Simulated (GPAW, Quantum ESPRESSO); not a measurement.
# Near-edge structure at the C K edge of C (Diamond, Fd-3m), part 4 of 4

Do two independent programs agree on the C K edge of C (Diamond, Fd-3m)? The same cell and functional are run with XSpectra and with GPAW.

Quantum ESPRESSO 7.5 and GPAW 26.7.0; core-hole supercells, plane-wave PAW PBE.

So far. Step 12 (The field without a hole (GPAW)): The mesh shows a gap of 4.15 eV, so the hole is first treated in a charged cell, without the excited electron. Step 13 (Spectrum without a core hole, C atom 1 (GPAW)): Main maxima below 20 eV (height): 4.2 eV (1.55), 5.0 eV (1.55), 7.1 eV (1.29), 9.7 eV (1.71) and 18.1 eV (1.29). 

## Step 15: Spectrum with FCH, C atom 1 (GPAW)

Level of this step: X-ray absorption from dipole matrix elements to empty bands, plane-wave PAW PBE (GPAW).

The holes are 5.0 Å apart. The excited electron is left out and a uniform background balances the charge. After the field has converged, empty bands are computed with the density fixed and the dipole matrix elements are summed.

Input file xas.py:

```python
import numpy as np
from ase import Atoms
from ase.parallel import parprint, paropen
from gpaw import GPAW, PW, FermiDirac, Mixer, MixerDif, setup_paths
from gpaw.test import gen
setup_paths.insert(0, '.')
gen('C', name='fch1s', xcname='PBE', corehole=(1, 0, 1), write_xml=True)
from gpaw.mpi import world
world.barrier()

atoms = Atoms('C16',
    cell=[[0, 3.56674, 3.56674],
     [3.56674, 0, 3.56674],
     [3.56674, 3.56674, 0]],
    scaled_positions=[[0.375, 0.375, 0.375],
     [0.375, 0.375, 0.875],
     [0.375, 0.875, 0.375],
     [0.875, 0.375, 0.375],
     [0.375, 0.875, 0.875],
     [0.875, 0.375, 0.875],
     [0.875, 0.875, 0.375],
     [0.875, 0.875, 0.875],
     [0.25, 0.25, 0.25],
     [0.25, 0.25, 0.75],
     [0.25, 0.75, 0.25],
     [0.75, 0.25, 0.25],
     [0.25, 0.75, 0.75],
     [0.75, 0.25, 0.75],
     [0.75, 0.75, 0.25],
     [0.75, 0.75, 0.75]],
    pbc=True)
atoms.calc = calc = GPAW(legacy_gpaw=True, mode=PW(500), xc='PBE', setups={0: 'fch1s'},
    kpts={'size': (5, 5, 5), 'gamma': True}, occupations=FermiDirac(0.02),
    charge=0, mixer=Mixer(0.1, 5, 50), maxiter=150,
    convergence={'density': 0.0001}, txt='scf.txt')
energy = atoms.get_potential_energy() + calc.get_reference_energy()
ef = calc.get_fermi_level()
out = dict(energy=energy, fermi=ef, forces=atoms.get_forces().tolist())
parprint(f'all-electron energy {energy:.4f} eV, Fermi level {ef:.4f} eV')
ev = np.array([[calc.get_eigenvalues(k, s) for k in range(len(calc.get_ibz_k_points()))] for s in range(calc.get_number_of_spins())])
out['homo'], out['lumo'], out['counts'] = ev[ev < ef].max(), ev[ev > ef].min(), sorted(set((ev < ef).sum((0, 2)).tolist()))
out['filled'] = (ev[:, 0] < ef).sum(1).tolist()

from ase.units import Ha
from gpaw.xas import dipole_matrix_elements
nb = int(calc.get_number_of_electrons() / 2) + 57
top, nb = nb, nb + 8 + nb // 12
nscf = calc.fixed_density(kpts={'size': (6, 6, 6), 'gamma': True}, nbands=nb,
    convergence={'bands': top, 'eigenstates': 1e-5}, maxiter=60, txt='nscf.txt')
cell = atoms.cell.array
ops = [cell.T @ U.T @ np.linalg.inv(cell.T) for U in nscf.wfs.kd.symmetry.op_scc]
filled = [32]  # bands filled in the ground state, by spin
E = np.arange(-6, 34, 0.1)
fwhm = np.interp(E, [4, 25], [0.9, 3.5])
Y, X, zero, highest = 0, 0, 1e9, 1e9
for spin in range(nscf.get_number_of_spins()):
    wfs = nscf.wfs
    A = dipole_matrix_elements(wfs.setups[0])
    eps = np.zeros((wfs.kd.nibzkpts, nb))
    d = np.zeros((3, A.shape[1], wfs.kd.nibzkpts, nb), complex)
    for kpt in wfs.kpt_u:
        if kpt.s == spin and 0 in kpt.P_ani:
            eps[kpt.k] = kpt.eps_n * Ha
            d[:, :, kpt.k] = (kpt.weight * wfs.nspins / 2) ** 0.5 * np.inner(A, kpt.P_ani[0])
    world.sum(eps)
    world.sum(d)
    T = np.einsum('amkn,bmkn->abkn', d, d.conj()).real
    T = sum(np.einsum('ai,ijkn,bj->abkn', R, T, R) for R in ops) / len(ops)
    empty = np.ones_like(eps, bool) & (np.arange(nb) >= filled[spin])
    zero, highest = min(zero, eps[empty].min()), min(highest, eps[:, top - 1].min())
    lines = [(eps, T, empty)] if spin == 0 else lines + [(eps, T, empty)]
for eps, T, empty in lines:
    f = np.einsum('aakn->akn', T).reshape(3, -1)
    x = eps.ravel() - zero
    w = np.interp(x, E, fwhm) / 2.35482
    g = np.exp(-0.5 * ((E[:, None] - x) / w) ** 2) / (w * (2 * np.pi) ** 0.5)
    Y = Y + (f * empty.ravel()) @ g.T
    X = X + (f * ~empty.ravel()) @ g.T
out.update(E=E.round(2).tolist(), xas=Y.tolist(), xes=X.tolist(), zero=zero, valid=highest - zero, nk=len(eps), nb=nb)
for i in range(0, len(E), 10):
    parprint(f'{E[i]:7.2f}', *(f'{v:10.3e}' for v in Y[:, i]))
import json
with paropen('out.json', 'w') as f:
    json.dump(out, f)
```

The run is started by

```sh
$ OMP_NUM_THREADS=1 mpirun -n 4 gpaw python xas.py
```

Numbers of over 12 decimals in the logs are rounded to 6 here.

Log:

```text
Input parameters:
  convergence: {density: 0.0001}
  kpts: {gamma: True,
         size: (5, 5, 5)}
  maxiter: 150
  mixer: {backend: pulay,
          beta: 0.1,
          method: separate,
          nmaxold: 5,
          weight: 50}
  mode: {ecut: 500.0,
         name: pw}
  occupations: {fixmagmom: False,
                name: fermi-dirac,
                width: 0.02}
  setups: {0: fch1s}
  xc: PBE

Initialize ...

[... PAW data sets ...]

Reference energy: -16137.677966  # eV

Spin-paired calculation

[... convergence settings ...]
Symmetries present (total): 6
  [... symmetry matrices ...]

125 k-points: 5 x 5 x 5 Monkhorst-Pack grid
19 k-points in the irreducible part of the Brillouin zone
       k-points in crystal coordinates                weights
   0:     0.00000000    0.00000000    0.00000000          1/125
   1:     0.20000000    0.00000000   -0.20000000          6/125
   2:     0.20000000    0.00000000    0.00000000          6/125
   3:     0.20000000    0.20000000   -0.20000000          6/125
   4:     0.20000000    0.20000000    0.00000000          6/125
   5:     0.20000000    0.20000000    0.20000000          2/125
   6:     0.40000000   -0.20000000   -0.20000000          6/125
   7:     0.40000000    0.00000000   -0.40000000          6/125
   8:     0.40000000    0.00000000   -0.20000000         12/125
   9:     0.40000000    0.00000000    0.00000000          6/125
          ...
  18:     0.40000000    0.40000000    0.40000000          2/125

Wave functions: Plane wave expansion
  Cutoff energy: 500.000 eV
  Number of coefficients (min, max): 2277, 2316
  Pulay-stress correction: 0.000000 eV/Ang^3 (de/decut=0.000000)
  Using FFTW library
  Wavefunction extrapolation:
    Improved wavefunction reuse through dual PAW basis

Occupation numbers: Fermi-Dirac:
  width: 0.0200  # eV

Eigensolver
   Davidson(niter=2)

Densities:
  Coarse grid: 27*27*27 grid
  Fine grid: 54*54*54 grid
  Total Charge: 1.000000

Density mixing:
  Method: separate
  Backend: pulay
  Linear mixing parameter: 0.1
  old densities: 5
  Width of damping distribution: 1.1
  Damping of long wavelength oscillations: 50

[... Hamiltonian set-up ...]
Number of atoms: 16
Number of atomic orbitals: 64
Number of bands in calculation: 43
Number of valence electrons: 64
Bands to converge: occupied

... initialized

Initializing position-dependent things.

Density initialized from atomic densities
Creating initial wave functions:
  43 bands from LCAO basis set

                     C
               C  C
             C  C
           C  C     C
        C     C  C
            C  C
          C  C
       C

Atomic positions and initial magnetic moments

Positions:
   0 C      2.675055    2.675055    2.675055    ( 0.0000,  0.0000,  0.0000)
   1 C      4.458425    4.458425    2.675055    ( 0.0000,  0.0000,  0.0000)
   2 C      4.458425    2.675055    4.458425    ( 0.0000,  0.0000,  0.0000)
   3 C      2.675055    4.458425    4.458425    ( 0.0000,  0.0000,  0.0000)
   4 C      6.241795    4.458425    4.458425    ( 0.0000,  0.0000,  0.0000)
   5 C      4.458425    6.241795    4.458425    ( 0.0000,  0.0000,  0.0000)
   6 C      4.458425    4.458425    6.241795    ( 0.0000,  0.0000,  0.0000)
[...]
13 C      3.566740    5.350110    3.566740    ( 0.0000,  0.0000,  0.0000)
  14 C      3.566740    3.566740    5.350110    ( 0.0000,  0.0000,  0.0000)
  15 C      5.350110    5.350110    5.350110    ( 0.0000,  0.0000,  0.0000)

Unit cell:
           periodic     x           y           z      points  spacing
  1. axis:    yes    0.000000    3.566740    3.566740    27     0.1525
  2. axis:    yes    3.566740    0.000000    3.566740    27     0.1525
  3. axis:    yes    3.566740    3.566740    0.000000    27     0.1525

  Lengths:   5.044132   5.044132   5.044132
  Angles:   60.000000  60.000000  60.000000

Effective grid spacing dv^(1/3) = 0.1664

iter:   1  -176.912827
iter:   2  -174.852059   -1.80  -0.82
iter:   3  -171.887081   -1.04  -0.88
iter:   4  -171.370564   -2.01  -1.21
iter:   5  -171.443832   -2.35  -1.53
iter:   6  -171.423395   -2.78  -1.88
iter:   7  -171.399593   -3.05  -2.02
iter:   8  -171.396228c  -3.59  -2.56
iter:   9  -171.395381c  -4.51  -2.77
iter:  10  -171.395347c  -5.66  -3.48
iter:  11  -171.395341c  -5.53  -3.57
iter:  12  -171.395329c  -6.38  -3.80
iter:  13  -171.395326c  -6.88  -3.92
iter:  14  -171.395326c  -7.34  -4.17c
iter:  15  -171.395326c  -7.73c -4.33c

Converged after 15 iterations.

Dipole moment: (16.703812, 16.703812, 16.703812) |e|*Ang

Energy contributions relative to reference atoms: (reference = -16137.677966)

Kinetic:       +100.119480
Potential:     -124.589163
External:        +0.000000
XC:            -147.141425
Entropy (-ST):   -0.000000
Local:           +0.215783
SIC:             +0.000000
--------------------------
Free energy:   -171.395326
Extrapolated:  -171.395326

Showing only first 2 kpts
 Kpt  Band  Eigenvalues  Occupancy
  0    30     11.96606    2.00000
  0    31     11.96616    2.00000
  0    32     15.75420    0.00000
  0    33     16.49899    0.00000

  1    30      9.83954    2.00000
  1    31     11.47561    2.00000
  1    32     16.46894    0.00000
[...]
Fermi level: 12.46366

Gap: 3.788 eV
Transition (v -> c):
  (s=0, k=0, n=31, [0.00, 0.00, 0.00]) -> (s=0, k=0, n=32, [0.00, 0.00, 0.00])
No difference between direct/indirect transitions

Forces in eV/Ang:
  0 C    -0.00006   -0.00006   -0.00006
  1 C    -0.00002   -0.00002    0.87141
  2 C    -0.00002    0.87141   -0.00002
  3 C     0.87141   -0.00002   -0.00002
  4 C    -0.87144   -0.00001   -0.00001
  5 C    -0.00001   -0.87144   -0.00001
  6 C    -0.00001   -0.00001   -0.87144
[...]
13 C    -0.19373    0.19373   -0.19373
 14 C    -0.19373   -0.19373    0.19373
 15 C     0.19374    0.19374    0.19374
Scalar-relativistic atomic PBE calculation for C (Carbon, Z=6)
Core hole in 1s state (1s occupation: 1.0)
300 radial gridpoints.
|------------------------------------------------|
|------------------------------------------------|
[... the atom generator's iteration count ...]

Energy contributions:
-------------------------
Kinetic:      +26.485384
XC:            -3.485579
Potential:    -49.578981
-------------------------
Total:        -26.579177

state      eigenvalue         ekin         rmax
-----------------------------------------------
1s^1.0 :   -12.360196    17.354082        0.168
2s^2.0 :    -1.099219     2.380344        1.061
2p^2.0 :    -0.784094     2.185307        0.924
-----------------------------------------------
(units: Bohr and Hartree)

Generating PAW setup
Kinetic energy of the core from tauc = 17.362309
Cutoffs:
rc(s)=1.200
rc(p)=1.200
rc(d)=1.200
rc(vbar)=1.080
rc(comp)=1.200
rc(nct)=1.200

Kinetic energy of the core states: 17.354082
Charge: 1.0
Core electrons: 1.0
Valence electrons: 4.0
Pseudo-core charge: 0.009353
Shape function alpha=6.944
Pseudo-electron charge 3.959458
state    eigenvalue         norm
--------------------------------
2s(2) :    -1.099219     1.082315
*s    :    -0.099219
2p(2) :    -0.784094     0.892738
*p    :     0.215906
*d    :     0.000000
--------------------------------

Diagonalizing with gridspacing h=0.050

state   all-electron     PAW
-------------------------------
2s:      -1.099219    -1.100079
2p:      -0.784094    -0.785584
*d:                   -0.070724
*f:                   -0.014625
-------------------------------
all-electron energy -16309.0733 eV, Fermi level 12.4637 eV
[...]
31.00  4.012e-05  4.012e-05  4.012e-05
  32.00  3.849e-05  3.849e-05  3.849e-05
  33.00  4.216e-05  4.216e-05  4.216e-05
```

It took 71 s on 4 MPI ranks of Arm Neoverse V1, shared host; peak memory 0.31 GiB; 4.7 min of CPU time.

The C K spectrum, C atom 1, full core hole (charged cell) (energy from the lowest empty level; intensity scaled to a mean of 1 over the first 19 eV):

| E (eV) | intensity |
| --- | --- |
| -2.0 | 0.00 |
| -1.4 | 0.00 |
| -0.8 | 0.01 |
| -0.2 | 0.23 |
| 0.4 | 1.07 |
| 1.0 | 1.89 |
| 1.6 | 1.66 |
| 2.2 | 1.90 |
| 2.8 | 2.45 |
| 3.4 | 2.38 |
| 4.0 | 1.80 |
| 4.6 | 1.69 |
| 5.2 | 1.18 |
| 5.8 | 0.89 |
| 6.4 | 1.05 |
| 7.0 | 0.92 |
| 7.6 | 0.76 |
| 8.2 | 0.84 |
| 8.8 | 0.96 |
| 9.4 | 1.06 |
| 10.0 | 1.03 |
| 10.6 | 0.80 |
| 11.2 | 0.47 |
| 11.8 | 0.21 |
| 12.4 | 0.11 |
| 13.0 | 0.14 |
| 13.6 | 0.24 |
| 14.2 | 0.39 |
| 14.8 | 0.55 |
| 15.4 | 0.72 |
| 16.0 | 0.86 |
| 16.6 | 0.95 |
| 17.2 | 0.95 |
| 17.8 | 0.86 |
| 18.4 | 0.73 |
| 19.0 | 0.60 |
| 19.6 | 0.48 |
| 20.2 | 0.37 |

Main maxima below 19 eV (height): 1.1 eV (1.91), 3.1 eV (2.58), 6.5 eV (1.06), 9.6 eV (1.07) and 16.9 eV (0.96). 

The hole costs E(hole) − E(ground) = 278.32 eV, and the lowest empty level of the hole cell on the spectrum's mesh lies at 15.75 eV, which puts the zero at 294.08 eV. With the free-atom term of -6.71 eV for this edge, the photon energy is 287.37 eV.

## Step 16: Excitation energy, C atom 1 (GPAW)

With the excited electron kept in the cell the system stays neutral, and the energy difference is an excitation energy by itself. In a small cell that electron takes up a good share of the lowest empty band, or all of one, which shifts the value from the true onset.

Changed against the first core-hole run: core hole to XCH, with the smearing that suits a partly filled band.

Input file scf.py:

```python
import numpy as np
from ase import Atoms
from ase.parallel import parprint, paropen
from gpaw import GPAW, PW, FermiDirac, Mixer, MixerDif, setup_paths
from gpaw.test import gen
setup_paths.insert(0, '.')
gen('C', name='fch1s', xcname='PBE', corehole=(1, 0, 1), write_xml=True)
from gpaw.mpi import world
world.barrier()

atoms = Atoms('C16',
    cell=[[0, 3.56674, 3.56674],
     [3.56674, 0, 3.56674],
     [3.56674, 3.56674, 0]],
    scaled_positions=[[0.375, 0.375, 0.375],
     [0.375, 0.375, 0.875],
     [0.375, 0.875, 0.375],
     [0.875, 0.375, 0.375],
     [0.375, 0.875, 0.875],
     [0.875, 0.375, 0.875],
     [0.875, 0.875, 0.375],
     [0.875, 0.875, 0.875],
     [0.25, 0.25, 0.25],
     [0.25, 0.25, 0.75],
     [0.25, 0.75, 0.25],
     [0.75, 0.25, 0.25],
     [0.25, 0.75, 0.75],
     [0.75, 0.25, 0.75],
     [0.75, 0.75, 0.25],
     [0.75, 0.75, 0.75]],
    pbc=True)
atoms.calc = calc = GPAW(legacy_gpaw=True, mode=PW(500), xc='PBE', setups={0: 'fch1s'},
    kpts={'size': (5, 5, 5), 'gamma': True}, occupations=FermiDirac(0.04),
    charge=-1, mixer=Mixer(0.1, 5, 50), maxiter=150,
    convergence={'density': 0.0001}, txt='scf.txt')
energy = atoms.get_potential_energy() + calc.get_reference_energy()
ef = calc.get_fermi_level()
out = dict(energy=energy, fermi=ef, forces=atoms.get_forces().tolist())
parprint(f'all-electron energy {energy:.4f} eV, Fermi level {ef:.4f} eV')
ev = np.array([[calc.get_eigenvalues(k, s) for k in range(len(calc.get_ibz_k_points()))] for s in range(calc.get_number_of_spins())])
out['homo'], out['lumo'], out['counts'] = ev[ev < ef].max(), ev[ev > ef].min(), sorted(set((ev < ef).sum((0, 2)).tolist()))
out['filled'] = (ev[:, 0] < ef).sum(1).tolist()
import json
with paropen('out.json', 'w') as f:
    json.dump(out, f)
```

The run is started by

```sh
$ OMP_NUM_THREADS=1 mpirun -n 4 gpaw python scf.py
```

Log:

```text
Input parameters:
  charge: -1
  convergence: {density: 0.0001}
  kpts: {gamma: True,
         size: (5, 5, 5)}
  maxiter: 150
  mixer: {backend: pulay,
          beta: 0.1,
          method: separate,
          nmaxold: 5,
          weight: 50}
  mode: {ecut: 500.0,
         name: pw}
  occupations: {fixmagmom: False,
                name: fermi-dirac,
                width: 0.04}
  setups: {0: fch1s}
  xc: PBE

[...]
2s(2) :    -1.099219     1.082315
*s    :    -0.099219
2p(2) :    -0.784094     0.892738
*p    :     0.215906
*d    :     0.000000
--------------------------------

Diagonalizing with gridspacing h=0.050

state   all-electron     PAW
-------------------------------
2s:      -1.099219    -1.100079
2p:      -0.784094    -0.785584
*d:                   -0.070724
*f:                   -0.014625
-------------------------------
all-electron energy -16292.8556 eV, Fermi level 16.5435 eV
[key lines of the parts left out:]
Converged after 18 iterations.
Dipole moment: (16.823753, 16.823753, 16.823753) |e|*Ang
Free energy:   -155.185301
Fermi level: 16.54353
```

Run time: 27 s. Hardware: 4 MPI ranks; peak memory 0.25 GiB; 1.8 min of CPU time.

The total-energy difference is 294.54 eV. With the free-atom term of -6.71 eV for this edge, the photon energy is 287.83 eV.

## Step 17: The two programs side by side

The line shapes differ (Lorentzian half width 0.4 eV up to 4 eV, rising linearly to 1.75 eV at 25 eV (not a setting of the program: the run's 0.4 eV curve was folded afterwards with a further Lorentzian above 4 eV), against Gaussian full width 0.9 eV up to 4 eV, rising linearly to 3.5 eV at 25 eV), so both get a further Gaussian of 1.5 eV full width before they are compared; the Lorentzian tails remain.

| E (eV) | XSpectra | GPAW |
| --- | --- | --- |
| -2.00 | 0.11 | 0.00 |
| -1.25 | 0.20 | 0.04 |
| -0.50 | 0.46 | 0.28 |
| 0.25 | 0.99 | 0.89 |
| 1.00 | 1.54 | 1.52 |
| 1.75 | 1.86 | 1.83 |
| 2.50 | 2.12 | 2.11 |
| 3.25 | 2.19 | 2.20 |
| 4.00 | 1.96 | 1.91 |
| 4.75 | 1.61 | 1.51 |
| 5.50 | 1.27 | 1.14 |
| 6.25 | 1.10 | 0.99 |
| 7.00 | 1.00 | 0.91 |
| 7.75 | 0.93 | 0.85 |
| 8.50 | 0.93 | 0.90 |
| 9.25 | 0.94 | 0.98 |
| 10.00 | 0.87 | 0.93 |
| 10.75 | 0.70 | 0.69 |
| 11.50 | 0.49 | 0.39 |
| 12.25 | 0.37 | 0.20 |
| 13.00 | 0.35 | 0.18 |
| 13.75 | 0.41 | 0.30 |
| 14.50 | 0.51 | 0.47 |
| 15.25 | 0.62 | 0.67 |
| 16.00 | 0.71 | 0.83 |
| 16.75 | 0.75 | 0.91 |
| 17.50 | 0.72 | 0.88 |
| 18.25 | 0.64 | 0.76 |
| 19.00 | 0.54 | 0.61 |
| 19.75 | 0.44 | 0.49 |

|  | XSpectra | GPAW |
| --- | --- | --- |
| k mesh of the spectrum | 6×6×6 | 6×6×6 |
| cutoff (eV) | 585 | 500 |
| highest intensity below 16 eV after the common broadening, eV (height) | 3.0 (2.20) | 3.0 (2.22) |
| zero, corrected photon energy (eV) | 287.4 | 287.4 |
| core time, hole field and spectrum | 4.6 min | 4.7 min |

## Step 18: What the core hole does

XSpectra's curves. Both curves are counted from their own zero, so only the shift of weight within the empty states shows.

| E (eV) | no hole | FCH |
| --- | --- | --- |
| -2.0 | 0.04 | 0.09 |
| -1.0 | 0.05 | 0.17 |
| 0.0 | 0.12 | 0.62 |
| 1.0 | 0.31 | 1.75 |
| 2.0 | 0.60 | 1.81 |
| 3.0 | 0.88 | 2.37 |
| 4.0 | 1.34 | 1.78 |
| 5.0 | 1.50 | 1.48 |
| 6.0 | 1.00 | 1.05 |
| 7.0 | 1.29 | 0.95 |
| 8.0 | 1.04 | 0.89 |
| 9.0 | 1.54 | 0.94 |
| 10.0 | 1.50 | 1.02 |
| 11.0 | 1.59 | 0.61 |
| 12.0 | 0.69 | 0.21 |
| 13.0 | 0.34 | 0.18 |
| 14.0 | 0.38 | 0.38 |
| 15.0 | 0.62 | 0.59 |
| 16.0 | 0.82 | 0.81 |
| 17.0 | 1.32 | 1.20 |
| 18.0 | 1.29 | 0.68 |
| 19.0 | 1.37 | 0.69 |
| 20.0 | 0.95 | 0.33 |
| 21.0 | 0.70 | 0.28 |
| 22.0 | 0.47 | 0.22 |
| 23.0 | 0.39 | 0.19 |
| 24.0 | 0.27 | 0.16 |
| 25.0 | 0.28 | 0.15 |
| 26.0 | 0.21 | 0.13 |
| 27.0 | 0.21 | 0.13 |
| 28.0 | 0.27 | 0.20 |
| 29.0 | 0.24 | 0.20 |
| 30.0 | 0.17 | 0.15 |
| 31.0 | 0.11 | 0.09 |
| 32.0 | 0.16 | 0.13 |

With each curve scaled to its own mean, the area from −2 to 6 eV with the hole is 10.4 against 5.2, and the centre of weight from −1 to 20 eV moves by -2.9 eV: the hole pulls the absorber's empty states down.

## Step 19: Outcome

| Quantity | Value |
| --- | --- |
| absorber and edge | C K, atom 1 of the ground-state input (counted from 1) |
| surroundings | 4 C at 1.54 Å (tetrahedral, site symmetry -43m) |
| highest intensity below 16 eV (XSpectra, narrow line) | 3.0 eV above the zero, height 2.39 |
| photon energy of the zero, with the added terms | 287.4 eV (raw 294.1 eV; uncertain by a few eV) |

What this shows: The two programs agree closely: 9 % r.m.s. remains over the first 14 eV after a relative shift of 0.0 eV, and their photon-energy zeros differ by 0.0 eV. In XSpectra the C K edge of atom 1, with 4 C at 1.54 Å (tetrahedral, site symmetry -43m), has its highest intensity of the first 16 eV at 3.0 eV above the zero, near 290 eV in photon energy (uncertain by a few eV), 2.4 times the mean level of the first 20 eV (Lorentzian half width 0.4 eV). In XSpectra: With each curve scaled to its own mean, the area from −2 to 6 eV with the hole is 10.4 against 5.2, and the centre of weight from −1 to 20 eV moves by -2.9 eV: the hole pulls the absorber's empty states down. In GPAW: With each curve scaled to its own mean, the area from −2 to 6 eV with the hole is 10.2 against 5.2, and the centre of weight from −1 to 20 eV moves by -2.8 eV: the hole pulls the absorber's empty states down. In XSpectra the neutral-cell energy lies +0.5 eV from the charged-cell zero, a gap made of the charged-cell error and of where the added electron settles. In GPAW the neutral-cell energy lies +0.5 eV from the charged-cell zero, a gap made of the charged-cell error and of where the added electron settles. The holes are only 5.0 Å apart, so the shape is probably not converged with cell size; no larger cell was run here. Lifetime broadening is put in by hand, and intensities beyond about 20 eV depend on it and on the partial waves; weight that the partial waves miss at high energy is lost. The structure is a published determination, not relaxed.

[Banner, clock and machine lines of the logs are left out without a mark of their own.]

[Logs are printed without paths, hosts, clocks, repeated set-up lines and the standing remarks that a program may print on its own settings, such as how far it seeks lower states.]

[Hosts, paths, dates, database ids (printed as entryN), source tags and the programs' standing remarks are cut or masked in the printed files.]

[Lists of maxima count a maximum above −3 eV only where it reaches 4 % of the highest in the window and stands out from its surroundings by 2 % of it (1.5 % where it reaches 55 %); shoulders and weaker maxima are passed over, and of the rest the first, up to two pre-edge ones and the few strongest are named.]
